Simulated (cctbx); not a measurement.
# What is wrong with this refinement?

Cell a = 12.0610 Å, b = 6.8370 Å, c = 6.9560 Å, α = 90.00°, β = 124.63°, γ = 90.00°; space group C2/m (no. 12). The compound is MnCu2Ni3S8.

Simulated single-crystal data (cctbx): synchrotron X-rays, λ = 0.6889 Å, to d = 0.8 Å, 70 % of the full sphere, strongest reflection 20000 counts, noise from counting, a 6 % proportional error and a noise floor of 8 counts (s.d.); no absorption.

An anisotropic refinement with weights 1/σ² prints:

```text
Rint 0.047, 515 unique reflections to 0.80 A
cycle     R1     wR2    GooF  max shift (A)
   1  0.0741  0.2185   3.850   0.00053
   2  0.0276  0.0900   1.585   0.00001
final R1 0.0276 wR2 0.0900 GooF 1.585  parameters 41  data/parameter 12.6
atom        x        y        z      Ueq    occ   su(xyz)  su(Uiso or U11)
Cu1    0.62582  0.50000  0.38288   0.0035  1.000  0.00015  0.0005
Ni1    0.00000  0.50000  0.50000   0.0046  1.000  0.00000  0.0007
Ni2    0.75000  0.25000  0.00000   0.0041  1.000  0.00000  0.0005
Mn1    0.00000  0.50000  0.00000   0.0045  1.000  0.00000  0.0008
Al1    0.50943  0.78952  0.75496  -0.0075  1.000  0.00021  0.0006  NPD
S1     0.73707  0.00000  0.20392   0.0055  1.000  0.00031  0.0009
S2     0.72760  0.00000  0.76133   0.0057  1.000  0.00032  0.0008
difference map: max 1.33 min -0.77 rms 0.26
Q1    0.0057  0.2490  0.2962    8    1.35  0.40 A from Al1
Q2    0.0232  0.2609  0.8176    8    1.27  0.42 A from Al1
Q3    0.0496  0.0000  0.1555    4    0.89  1.30 A from Cu1
Q4    0.0000  0.5000  0.5000    2    0.81  0.00 A from Ni1
Q5    0.0686  0.0000  0.6932    4    0.75  2.02 A from S1
Q6    0.2500  0.2500  0.0000    4    0.71  0.00 A from Ni2
```

Q: Accept it or mend it, and why?

Mend it. The fault: wrong element: Al1 is S. Against the right model at the same level, R1 goes from 0.0211 to 0.0276 and GooF from 0.93 to 1.58, U of Al1 shrinks from 0.0038 to -0.0075 Å² and Al1 goes non-positive-definite. Al1 has 3 electrons too few and its U shrinks to make up, as expected.

The compound is MnCu2Ni3S8. The right model at the same level gives:

```text
Rint 0.047, 515 unique reflections to 0.80 A
cycle     R1     wR2    GooF  max shift (A)
   1  0.0229  0.0589   1.037   0.00136
   2  0.0211  0.0529   0.932   0.00000
final R1 0.0211 wR2 0.0529 GooF 0.932  parameters 41  data/parameter 12.6
atom        x        y        z      Ueq    occ   su(xyz)  su(Uiso or U11)
Cu1    0.62587  0.50000  0.38303   0.0037  1.000  0.00009  0.0003
Ni1    0.00000  0.50000  0.50000   0.0049  1.000  0.00000  0.0004
Ni2    0.75000  0.25000  0.00000   0.0043  1.000  0.00000  0.0003
Mn1    0.00000  0.50000  0.00000   0.0047  1.000  0.00000  0.0005
S1     0.50945  0.78955  0.75503   0.0038  1.000  0.00012  0.0004
S2     0.73713  0.00000  0.20399   0.0058  1.000  0.00018  0.0005
S3     0.72777  0.00000  0.76148   0.0060  1.000  0.00019  0.0005
difference map: max 0.81 min -0.68 rms 0.18
Q1    0.1863  0.5000  0.0518    4    0.81  0.87 A from S2
Q2    0.0894  0.5000  0.9943    4    0.79  1.10 A from Mn1
Q3    0.0758  0.0000  0.0217    4    0.75  1.96 A from S3
Q4    0.0438  0.0000  0.1487    4    0.74  1.34 A from Cu1
Q5    0.0675  0.0000  0.6893    4    0.70  2.03 A from S2
Q6    0.2063  0.0000  0.0906    4    0.60  0.87 A from S3
```

The model is made up (kin elements in a known structure type, no relaxation), so it says nothing on whether the phase exists.

[Middle refinement cycles are left out of these outputs.]

[Logs are printed without paths, hosts, clocks, repeated set-up lines and the standing remarks that a program may print on its own settings, such as how far it seeks lower states.]
